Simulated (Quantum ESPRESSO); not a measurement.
# Zn4SeS3 (Se on 25 % of the S sites, one arrangement): which shell does photoemission see at 21.2 and 40.8 eV? (LDA)

The valence band of Zn4SeS3 (Se on 25 % of the S sites, one arrangement) mixes several shells. Work out by hand which one leads the spectrum's area at each photon energy.

Filled states come from the projected DOS of Quantum ESPRESSO 7.5 (LDA, plane waves); cross sections σ and asymmetry parameters β are those of free atoms in a Dirac–Hartree–Slater calculation. A shell's area is states × σ × angular factor, which is 1 − β·P₂(cos θ)/2 for unpolarised light, with θ = 90° from the beam and P₂ = -0.500.

**At 21.2 eV** (states counted from 11.0 eV below the zero; other shells add 1.3 to the products' sum of 101):

```
shell  filled states a cell  cross section (Mb an electron)     β  angular factor  product  share by hand (%)  share in the simulated spectrum (%)
Zn 3d                 79.14                           0.394  0.01            1.00     31.3                 31                                   31
Se 4p                  8.69                            2.04  1.83            1.46     25.9                 26                                   26
 S 3p                 26.85                            1.08  1.85            1.46     42.4                 42                                   42
```

**At 40.8 eV** (states counted from 14.9 eV below the zero; other shells add 3.8 to the products' sum of 68.2):

| shell | filled states a cell | cross section (Mb an electron) | β | angular factor | product | share by hand (%) | share in the simulated spectrum (%) |
| --- | --- | --- | --- | --- | --- | --- | --- |
| Zn 3d | 79.76 | 0.759 | -0.10 | 0.97 | 59 | 86 | 86 |
| Se 4p | 8.70 | 0.145 | 1.37 | 1.34 | 1.69 | 2 | 2 |
| S 3p | 26.88 | 0.136 | 0.09 | 1.02 | 3.75 | 5 | 6 |

S 3p leads at 21.2 eV and Zn 3d at 40.8 eV. Between the two energies σ of S 3p changes by a factor 0.13 and that of Zn 3d by 1.9, so their ratio moves 15-fold in favour of the second. The simulated spectrum uses the same rule on the energy-resolved DOS, so the two share columns agree within a few points.

The angular factor decides the lead at one of the energies. Only crystals where the two columns agree within 4 points and the lead is clear are worked in this form. Free-atom cross sections ignore the solid's final states, no escape depth or background enters, and the count of states a shell hangs on the projection.

[Logs are printed without paths, hosts, clocks, repeated set-up lines and the standing remarks that a program may print on its own settings, such as how far it seeks lower states.]
